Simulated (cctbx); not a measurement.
**Ni3CSO4 with cctbx, script by script**

Library: cctbx 2025.11. The data are simulated by the first script.

## 1. Simulate the data

run.py:

```python
from cctbx import adptbx, crystal, miller, sgtbx, xray
from cctbx.array_family import flex
from iotbx.shelx import hklf
from scitbx import matrix
import scitbx.random

cs = crystal.symmetry(unit_cell=(10.018, 13.352, 3.175, 90, 90, 90), space_group_symbol='Hall: -P 2 2ab')  # Pbam
atoms = [  # label, site, U (iso, or U11 U22 U33 U12 U13 U23 in A^2), occupancy
    ("Ni1", (0.5048, 0.2799, 0.5), (0.0147, 0.0150, 0.0152, 0.0005, 0.0000, 0.0000), 1),
    ("Ni2", (0.5, 0.5, 0), (0.0175, 0.0153, 0.0178, -0.0011, 0.0000, 0.0000), 1),
    ("Ni3", (0.7429, 0.1137, 0), (0.0164, 0.0169, 0.0197, 0.0005, 0.0000, 0.0000), 1),
    ("Ni4", (0.5, 0, 0.5), (0.0163, 0.0194, 0.0188, -0.0009, 0.0000, 0.0000), 1),
    ("S1", (0.8882, 0.0805, 0.5), (0.0253, 0.0279, 0.0307, 0.0030, 0.0000, 0.0000), 1),
    ("O1", (0.6302, 0.3599, 0), (0.0329, 0.0212, 0.0236, -0.0012, 0.0000, 0.0000), 1),
    ("O2", (0.8556, 0.2663, 0), (0.0235, 0.0340, 0.0263, -0.0010, 0.0000, 0.0000), 1),
    ("O3", (0.6089, 0.1481, 0.5), (0.0265, 0.0278, 0.0267, -0.0018, 0.0000, 0.0000), 1),
    ("O4", (0.849, 0.4608, 0), (0.0282, 0.0299, 0.0296, 0.0003, 0.0000, 0.0000), 1),
    ("C1", (0.7762, 0.36, 0), (0.0183, 0.0194, 0.0176, 0.0009, 0.0000, 0.0000), 1),
]
xs = xray.structure(crystal_symmetry=cs)
for label, site, u, occ in atoms:
    u = adptbx.u_cif_as_u_star(cs.unit_cell(), u) if isinstance(u, tuple) else u
    xs.add_scatterer(xray.scatterer(label, site=site, u=u, occupancy=occ))
xs.set_inelastic_form_factors(0.56087, "sasaki")
xs.show_summary()
p1 = xs.expand_to_p1()
ms = miller.build_set(p1, anomalous_flag=True, d_min=0.7)
flex.set_random_seed(609597)
scitbx.random.set_random_seed(609597)
ms = ms.select(flex.random_double(ms.size()) < 0.95)
i = ms.structure_factors_from_scatterers(p1, algorithm="direct").f_calc().as_intensity_array().data()
i = i * 40000 / flex.max(i)
sig = flex.sqrt(i + flex.pow2(0.06 * i) + 2 ** 2)
noise = scitbx.random.variate(scitbx.random.normal_distribution())(i.size())
data = ms.array(data=i + sig * noise, sigmas=sig).set_observation_type_xray_intensity()
with open("data.hkl", "w") as f:
    data.export_as_shelx_hklf(f)
print("reflections written:", data.size(), " <I/sigma> = %.1f" % flex.mean(data.data() / data.sigmas()))
for h, a, b in list(data.sort("data"))[:12]:
    print("%4d%4d%4d %9.1f %7.1f" % (h + (a, b)))
```

```console
$ python run.py
```

```text
Number of scatterers: 10
At special positions: 10
Unit cell: (10.018, 13.352, 3.175, 90, 90, 90)
Space group: P b a m (No. 55)
reflections written: 4953  <I/sigma> = 8.7
   0   0  -2   38142.2  2408.3
   0   0   2   38045.7  2408.3
   2  -4   0   28018.7  1728.1
  -2  -4   0   27980.3  1728.1
  -2   4   0   26443.6  1728.1
  -2   0  -1   23925.1  1400.4
  -2   0   1   22713.9  1400.4
   2   0   1   22229.0  1400.4
   2   0  -1   21513.3  1400.4
  -6  -4   0   18371.8  1106.5
   8   0   0   18170.2  1133.7
   6   4   0   17923.1  1106.5
```

Run time: 0.44 s on 1 thread of Arm Neoverse N1, with other jobs on the host, peak memory 0.07 GiB.

## 2. Refinement (right model, isotropic)

run.py:

```python
import math
from cctbx import adptbx, crystal, maptbx, sgtbx, xray
from cctbx.array_family import flex
from cctbx.xray import observations
from iotbx.shelx import hklf
from scitbx.lstbx import normal_eqns_solving
from smtbx import absolute_structure, utils
from smtbx.refinement import constraints, least_squares

cs = crystal.symmetry(unit_cell=(10.018, 13.352, 3.175, 90, 90, 90), space_group_symbol='Hall: -P 2 2ab')  # Pbam
atoms = [  # label, site, U (iso, or U11 U22 U33 U12 U13 U23 in A^2), occupancy
    ("Ni1", (0.5076, 0.283, 0.5), 0.0200, 1),
    ("Ni2", (0.5, 0.5, 0), 0.0200, 1),
    ("Ni3", (0.7487, 0.1165, 0), 0.0200, 1),
    ("Ni4", (0.5, 0, 0.5), 0.0200, 1),
    ("S1", (0.8931, 0.0807, 0.5), 0.0200, 1),
    ("O1", (0.6334, 0.362, 0), 0.0200, 1),
    ("O2", (0.8564, 0.2654, 0), 0.0200, 1),
    ("O3", (0.6163, 0.1483, 0.5), 0.0200, 1),
    ("O4", (0.8477, 0.4601, 0), 0.0200, 1),
    ("C1", (0.7791, 0.356, 0), 0.0200, 1),
]
xs = xray.structure(crystal_symmetry=cs)
for label, site, u, occ in atoms:
    u = adptbx.u_cif_as_u_star(cs.unit_cell(), u) if isinstance(u, tuple) else u
    xs.add_scatterer(xray.scatterer(label, site=site, u=u, occupancy=occ))
xs.set_inelastic_form_factors(0.56087, "sasaki")
raw = hklf.reader(file_name="data.hkl").as_miller_arrays(crystal_symmetry=cs, anomalous=True)[0]
merged = raw.eliminate_sys_absent().merge_equivalents()
fo2 = merged.array().set_observation_type_xray_intensity()
print("Rint %.3f, %d unique reflections to %.2f A" % (merged.r_int(), fo2.size(), fo2.d_min()))
for sc in xs.scatterers():
    sc.flags.set_grad_site(True)
    sc.flags.set_grad_u_aniso(sc.flags.use_u_aniso())
    sc.flags.set_grad_u_iso(sc.flags.use_u_iso())
obs = fo2.as_xray_observations()
extra = {}
rep = constraints.reparametrisation(xs, [], utils.connectivity_table(xs), **extra)
ls = least_squares.crystallographic_ls(obs, rep, weighting_scheme=least_squares.mainstream_shelx_weighting(a=0, b=0))
print("cycle     R1     wR2    GooF  max shift (A)")
for cycle in range(8):
    ls.build_up()
    r1, wr2, goof = ls.r1_factor(cutoff_factor=2)[0], ls.wR2(), ls.goof()
    old = xs.sites_cart()
    normal_eqns_solving.levenberg_marquardt_iterations(ls, n_max_iterations=3, tau=1e-06, step_threshold=1e-7)
    big = flex.max((xs.sites_cart() - old).norms())
    print("%4d %7.4f %7.4f %7.3f %9.5f" % (cycle + 1, r1, wr2, goof, big))
    ls.build_up(objective_only=True)
    if abs(ls.wR2() - wr2) < 5e-5 and big < 5e-4:
        break
ls.build_up()
print("final R1 %.4f wR2 %.4f GooF %.3f  parameters %d  data/parameter %.1f" % (ls.r1_factor(cutoff_factor=2)[0], ls.wR2(), ls.goof(), ls.n_parameters, fo2.size() / ls.n_parameters))
cov = ls.covariance_matrix_and_annotations()
su = dict(zip(cov.annotations, (math.sqrt(max(v, 0)) for v in cov.matrix.matrix_packed_u_diagonal())))
a2 = cs.unit_cell().reciprocal_parameters()[0] ** -2
print("atom        x        y        z      Ueq    occ   su(xyz)  su(Uiso or U11)")
for sc in xs.scatterers():
    s = max(su.get(sc.label + k, 0) for k in (".x", ".y", ".z"))
    npd = "" if sc.is_positive_definite_u(cs.unit_cell()) else "  NPD"
    print("%-5s %8.5f %8.5f %8.5f %8.4f %6.3f %8.5f %7.4f%s" % ((sc.label,) + sc.site + (sc.u_iso_or_equiv(cs.unit_cell()), sc.occupancy, s, su.get(sc.label + ".uiso", su.get(sc.label + ".u11", 0) * a2), npd)))
fo = fo2.f_sq_as_f()
fc = fo.structure_factors_from_scatterers(xs, algorithm="direct").f_calc()
diff = fo.f_obs_minus_f_calc(1 / math.sqrt(ls.scale_factor()), fc).average_bijvoet_mates()
m = diff.fft_map(symmetry_flags=maptbx.use_space_group_symmetry, resolution_factor=0.25).apply_volume_scaling()
print("difference map: max %.2f min %.2f rms %.2f" % (m.statistics().max(), m.statistics().min(), m.statistics().sigma()))
peaks = m.peak_search(parameters=maptbx.peak_search_parameters(min_distance_sym_equiv=0.6, max_clusters=6)).all()
near = xs.closest_distances(peaks.sites(), distance_cutoff=4)
sps = cs.special_position_settings(min_distance_sym_equiv=0.5)
for k, (x, h) in enumerate(zip(peaks.sites(), peaks.heights())):
    ss = sps.site_symmetry(x)
    print("Q%-3d %7.4f %7.4f %7.4f %4d %7.2f  %.2f A from %s" % ((k + 1,) + tuple(t % 1 for t in ss.exact_site()) + (ss.multiplicity(), h, near.smallest_distances[k], xs.scatterers()[near.i_seqs[k]].label)))
```

```console
$ python run.py
```

```text
Rint 0.047, 759 unique reflections to 0.70 A
cycle     R1     wR2    GooF  max shift (A)
   1  0.2986  0.6637  16.335   0.06900
   2  0.0247  0.0718   1.768   0.00712
   3  0.0243  0.0710   1.747   0.00000
final R1 0.0243 wR2 0.0710 GooF 1.747  parameters 26  data/parameter 29.2
atom        x        y        z      Ueq    occ   su(xyz)  su(Uiso or U11)
Ni1    0.50473  0.27989  0.50000   0.0150  1.000  0.00004  0.0001
Ni2    0.50000  0.50000  0.00000   0.0171  1.000  0.00000  0.0002
Ni3    0.74286  0.11369  0.00000   0.0179  1.000  0.00004  0.0001
Ni4    0.50000  0.00000  0.50000   0.0182  1.000  0.00000  0.0002
S1     0.88818  0.08052  0.50000   0.0283  1.000  0.00011  0.0002
O1     0.63038  0.35974  0.00000   0.0264  1.000  0.00030  0.0006
O2     0.85556  0.26646  0.00000   0.0279  1.000  0.00029  0.0006
O3     0.60920  0.14802  0.50000   0.0264  1.000  0.00031  0.0006
O4     0.84904  0.46055  0.00000   0.0288  1.000  0.00030  0.0006
C1     0.77654  0.35992  0.00000   0.0177  1.000  0.00035  0.0006
difference map: max 0.88 min -1.31 rms 0.14
Q1    0.2455  0.3842  0.1378    8    0.93  0.44 A from Ni3
Q2    0.0159  0.5320  0.5000    4    0.92  0.46 A from Ni4
Q3    0.1390  0.9483  0.5000    4    0.72  0.47 A from S1
Q4    0.0853  0.1313  0.0000    4    0.71  0.47 A from O1
Q5    0.0375  0.0123  0.0000    4    0.70  0.41 A from Ni2
Q6    0.1016  0.9103  0.3722    8    0.56  0.44 A from S1
```

Time: 0.62 s.

## 3. Refinement (right model, anisotropic)

run.py, as its changes from the last script of this kind:

```diff
@@ -12,10 +12,10 @@
-    ("Ni1", (0.5076, 0.283, 0.5), 0.0200, 1),
-    ("Ni2", (0.5, 0.5, 0), 0.0200, 1),
-    ("Ni3", (0.7487, 0.1165, 0), 0.0200, 1),
-    ("Ni4", (0.5, 0, 0.5), 0.0200, 1),
-    ("S1", (0.8931, 0.0807, 0.5), 0.0200, 1),
-    ("O1", (0.6334, 0.362, 0), 0.0200, 1),
-    ("O2", (0.8564, 0.2654, 0), 0.0200, 1),
-    ("O3", (0.6163, 0.1483, 0.5), 0.0200, 1),
-    ("O4", (0.8477, 0.4601, 0), 0.0200, 1),
-    ("C1", (0.7791, 0.356, 0), 0.0200, 1),
+    ("Ni1", (0.50473, 0.27989, 0.5), 0.0150, 1),
+    ("Ni2", (0.5, 0.5, 0), 0.0171, 1),
+    ("Ni3", (0.74286, 0.11369, 0), 0.0179, 1),
+    ("Ni4", (0.5, 0, 0.5), 0.0182, 1),
+    ("S1", (0.88818, 0.08052, 0.5), 0.0283, 1),
+    ("O1", (0.63038, 0.35974, 0), 0.0264, 1),
+    ("O2", (0.85556, 0.26646, 0), 0.0279, 1),
+    ("O3", (0.6092, 0.14802, 0.5), 0.0264, 1),
+    ("O4", (0.84904, 0.46055, 0), 0.0288, 1),
+    ("C1", (0.77654, 0.35992, 0), 0.0177, 1),
@@ -27,0 +28 @@
+xs.convert_to_anisotropic()
```

```console
$ python run.py
```

```text
Rint 0.047, 759 unique reflections to 0.70 A
cycle     R1     wR2    GooF  max shift (A)
   1  0.0243  0.0710   1.784   0.00515
   2  0.0148  0.0368   0.925   0.00000
final R1 0.0148 wR2 0.0368 GooF 0.925  parameters 56  data/parameter 13.6
atom        x        y        z      Ueq    occ   su(xyz)  su(Uiso or U11)
Ni1    0.50478  0.27991  0.50000   0.0149  1.000  0.00002  0.0001
Ni2    0.50000  0.50000  0.00000   0.0169  1.000  0.00000  0.0002
Ni3    0.74289  0.11370  0.00000   0.0177  1.000  0.00002  0.0001
Ni4    0.50000  0.00000  0.50000   0.0182  1.000  0.00000  0.0002
S1     0.88819  0.08050  0.50000   0.0279  1.000  0.00005  0.0002
O1     0.63026  0.35980  0.00000   0.0260  1.000  0.00017  0.0008
O2     0.85544  0.26634  0.00000   0.0277  1.000  0.00015  0.0007
O3     0.60913  0.14817  0.50000   0.0265  1.000  0.00017  0.0007
O4     0.84911  0.46067  0.00000   0.0290  1.000  0.00016  0.0007
C1     0.77603  0.35987  0.00000   0.0185  1.000  0.00020  0.0008
difference map: max 0.39 min -0.67 rms 0.10
Q1    0.2380  0.6971  0.5000    4    0.39  1.77 A from C1
Q2    0.1957  0.7566  0.3285    8    0.37  1.20 A from O2
Q3    0.2195  0.1832  0.0000    4    0.35  0.81 A from C1
Q4    0.0811  0.5079  0.2602    8    0.34  1.12 A from Ni4
Q5    0.0532  0.8600  0.1759    8    0.33  1.43 A from S1
Q6    0.0514  0.4092  0.1781    8    0.30  1.40 A from O3
```

Time: 0.59 s.

## 4. Refinement

run.py, as its changes from the last script of this kind:

```diff
@@ -20,2 +20,2 @@
-    ("O4", (0.84904, 0.46055, 0), 0.0288, 1),
-    ("C1", (0.77654, 0.35992, 0), 0.0177, 1),
+    ("C1", (0.84904, 0.46055, 0), 0.0288, 1),
+    ("O4", (0.77654, 0.35992, 0), 0.0177, 1),
@@ -42 +42 @@
-for cycle in range(8):
+for cycle in range(12):
```

```console
$ python run.py
```

```text
Rint 0.047, 759 unique reflections to 0.70 A
cycle     R1     wR2    GooF  max shift (A)
   1  0.0551  0.1704   4.281   0.01422
   2  0.0377  0.1177   2.959   0.00016
final R1 0.0377 wR2 0.1177 GooF 2.959  parameters 56  data/parameter 13.6
atom        x        y        z      Ueq    occ   su(xyz)  su(Uiso or U11)
Ni1    0.50475  0.27988  0.50000   0.0144  1.000  0.00007  0.0004
Ni2    0.50000  0.50000  0.00000   0.0165  1.000  0.00000  0.0005
Ni3    0.74283  0.11371  0.00000   0.0173  1.000  0.00007  0.0004
Ni4    0.50000  0.00000  0.50000   0.0176  1.000  0.00000  0.0005
S1     0.88839  0.08039  0.50000   0.0278  1.000  0.00018  0.0008
O1     0.62965  0.36065  0.00000   0.0266  1.000  0.00057  0.0026
O2     0.85598  0.26585  0.00000   0.0292  1.000  0.00050  0.0022
O3     0.60852  0.14750  0.50000   0.0280  1.000  0.00058  0.0024
C1     0.84961  0.46138  0.00000   0.0161  1.000  0.00054  0.0021
O4     0.77633  0.36038  0.00000   0.0340  1.000  0.00065  0.0029
difference map: max 2.55 min -2.09 rms 0.28
Q1    0.1639  0.5570  0.0000    4    2.62  0.28 A from C1
Q2    0.0000  0.0000  0.0000    2    0.91  0.00 A from Ni2
Q3    0.1226  0.3355  0.5000    4    0.88  0.27 A from O3
Q4    0.1407  0.1627  0.0000    4    0.76  0.33 A from O1
Q5    0.1662  0.7214  0.0000    4    0.75  0.28 A from O2
Q6    0.2551  0.4029  0.0000    4    0.69  0.25 A from Ni3
```

Time: 0.61 s.

This run holds a fault made on purpose: elements exchanged: O4 is C and C1 is O.

## 5. Refinement

run.py, as its changes from the last script of this kind:

```diff
@@ -20,2 +20,3 @@
-    ("C1", (0.84904, 0.46055, 0), 0.0288, 1),
-    ("O4", (0.77654, 0.35992, 0), 0.0177, 1),
+    ("O4", (0.84904, 0.46055, 0), 0.0288, 1),
+    ("C1", (0.77654, 0.35992, 0), 0.0177, 1),
+    ("C2", (0.735, 0.97, 0.328), 0.0300, 1),
@@ -28 +28,0 @@
-xs.convert_to_anisotropic()
```

```console
$ python run.py
```

```text
Rint 0.047, 759 unique reflections to 0.70 A
cycle     R1     wR2    GooF  max shift (A)
   1  0.1845  0.5402  13.332   0.57172
   2  0.0367  0.1328   3.278   0.75647
   3  0.0265  0.0741   1.829   0.12503
   4  0.0264  0.0739   1.823   0.00564
   5  0.0264  0.0739   1.823   0.00158
   6  0.0264  0.0739   1.823   0.00183
   7  0.0264  0.0739   1.823   0.00174
   8  0.0264  0.0739   1.823   0.00176
   9  0.0264  0.0739   1.823   0.00175
  10  0.0264  0.0739   1.823   0.00175
  11  0.0264  0.0739   1.823   0.00175
  12  0.0264  0.0739   1.823   0.00175
final R1 0.0264 wR2 0.0739 GooF 1.823  parameters 30  data/parameter 25.3
atom        x        y        z      Ueq    occ   su(xyz)  su(Uiso or U11)
Ni1    0.50473  0.27989  0.50000   0.0151  1.000  0.00004  0.0001
Ni2    0.50000  0.50000  0.00000   0.0172  1.000  0.00000  0.0002
Ni3    0.74287  0.11369  0.00000   0.0180  1.000  0.00004  0.0001
Ni4    0.50000  0.00000  0.50000   0.0183  1.000  0.00000  0.0002
S1     0.88817  0.08050  0.50000   0.0284  1.000  0.00011  0.0002
O1     0.63030  0.35973  0.00000   0.0265  1.000  0.00032  0.0006
O2     0.85562  0.26640  0.00000   0.0280  1.000  0.00031  0.0006
O3     0.60929  0.14804  0.50000   0.0265  1.000  0.00033  0.0006
O4     0.84911  0.46064  0.00000   0.0288  1.000  0.00031  0.0006
C1     0.77652  0.35991  0.00000   0.0179  1.000  0.00037  0.0006
C2     0.74662  0.87206  0.26436   1.0000  1.000  0.02669  0.1108
difference map: max 0.94 min -1.26 rms 0.18
Q1    0.2456  0.3841  0.1398    8    0.97  0.45 A from Ni3
Q2    0.0159  0.5325  0.5000    4    0.94  0.46 A from Ni4
Q3    0.1395  0.9487  0.5000    4    0.76  0.48 A from S1
Q4    0.0384  0.0125  0.0000    4    0.72  0.42 A from Ni2
Q5    0.0925  0.9008  0.5000    4    0.65  0.32 A from S1
Q6    0.0830  0.1309  0.0000    4    0.64  0.49 A from O1
```

Time: 1.1 s.

This run holds a fault made on purpose: spurious atom: C2.

## 6. Refinement

run.py, as its changes from the last script of this kind:

```diff
@@ -12,11 +12,10 @@
-    ("Ni1", (0.50473, 0.27989, 0.5), 0.0150, 1),
-    ("Ni2", (0.5, 0.5, 0), 0.0171, 1),
-    ("Ni3", (0.74286, 0.11369, 0), 0.0179, 1),
-    ("Ni4", (0.5, 0, 0.5), 0.0182, 1),
-    ("S1", (0.88818, 0.08052, 0.5), 0.0283, 1),
-    ("O1", (0.63038, 0.35974, 0), 0.0264, 1),
-    ("O2", (0.85556, 0.26646, 0), 0.0279, 1),
-    ("O3", (0.6092, 0.14802, 0.5), 0.0264, 1),
-    ("O4", (0.84904, 0.46055, 0), 0.0288, 1),
-    ("C1", (0.77654, 0.35992, 0), 0.0177, 1),
-    ("C2", (0.735, 0.97, 0.328), 0.0300, 1),
+    ("Ni1", (0.4806, 0.3361, 0.5), 0.0200, 1),
+    ("Ni2", (0.5, 0.5, 0), 0.0200, 1),
+    ("Ni3", (0.7538, 0.1084, 0), 0.0200, 1),
+    ("Ni4", (0.5, 0, 0.5), 0.0200, 1),
+    ("S1", (0.8742, 0.0943, 0.5), 0.0200, 1),
+    ("O1", (0.6797, 0.3988, 0), 0.0200, 1),
+    ("O2", (0.9149, 0.2751, 0), 0.0200, 1),
+    ("O3", (0.6493, 0.1123, 0.5), 0.0200, 1),
+    ("O4", (0.883, 0.4586, 0), 0.0200, 1),
+    ("C1", (0.847, 0.3361, 0), 0.0200, 1),
@@ -42 +41 @@
-for cycle in range(12):
+for cycle in range(10):
@@ -46 +45 @@
-    normal_eqns_solving.levenberg_marquardt_iterations(ls, n_max_iterations=3, tau=1e-06, step_threshold=1e-7)
+    normal_eqns_solving.levenberg_marquardt_iterations(ls, n_max_iterations=3, tau=0.0001, step_threshold=1e-7)
```

```console
$ python run.py
```

```text
Rint 0.047, 759 unique reflections to 0.70 A
cycle     R1     wR2    GooF  max shift (A)
   1  0.8710  0.9802  24.125   1.17712
   2  0.7743  0.9392  23.114   0.80884
   3  0.7073  0.9079  22.345   0.69173
   4  0.6753  0.8865  21.819   0.59817
   5  0.6705  0.8825  21.719   0.28729
   6  0.6692  0.8800  21.657   0.06676
   7  0.6688  0.8790  21.634   0.10813
   8  0.6684  0.8779  21.606   0.10440
   9  0.6684  0.8773  21.591   0.03123
  10  0.6683  0.8771  21.586   0.02585
final R1 0.6680 wR2 0.8769 GooF 21.583  parameters 26  data/parameter 29.2
atom        x        y        z      Ueq    occ   su(xyz)  su(Uiso or U11)
Ni1    0.51517  0.36900  0.50000   0.0564  1.000  0.00462  0.0118
Ni2    0.50000  0.50000  0.00000   0.7608  1.000  0.00000  0.5554
Ni3    0.74802  0.11253  0.00000   0.0001  1.000  0.00135  0.0030
Ni4    0.50000  0.00000  0.50000   0.0001  1.000  0.00000  0.0035
S1     0.88895  0.08201  0.50000   0.0306  1.000  0.00462  0.0087
O1     0.63143  0.42776  0.00000   0.0279  1.000  0.01464  0.0246
O2     0.99573  0.34007  0.00000   0.0001  1.000  0.00742  0.0108
O3     0.66211 -0.01251  0.50000   0.0097  1.000  0.00876  0.0144
O4     0.87583  0.40884  0.00000   0.0001  1.000  0.00812  0.0102
C1     0.84685  0.46528  0.00000   0.0202  1.000  0.01580  0.0266
difference map: max 268.10 min -52.17 rms 14.15
Q1    0.0000  0.5000  0.5000    2  268.10  0.00 A from Ni4
Q2    0.2457  0.3879  0.0000    4  202.94  0.02 A from Ni3
Q3    0.0080  0.2229  0.5000    4  124.84  1.23 A from Ni1
Q4    0.9982  0.2765  0.0000    4   93.83  0.85 A from O2
Q5    0.1126  0.9249  0.5000    4   78.33  0.09 A from S1
Q6    0.9942  0.0486  0.5000    4   69.10  1.12 A from Ni1
```

It took 0.96 s on 1 thread of Arm Neoverse N1, on a shared host, peak memory 0.09 GiB.

This run holds a fault made on purpose: start far from the minimum.

[Logs are printed without paths, hosts, clocks, repeated set-up lines and the standing remarks that a program may print on its own settings, such as how far it seeks lower states.]
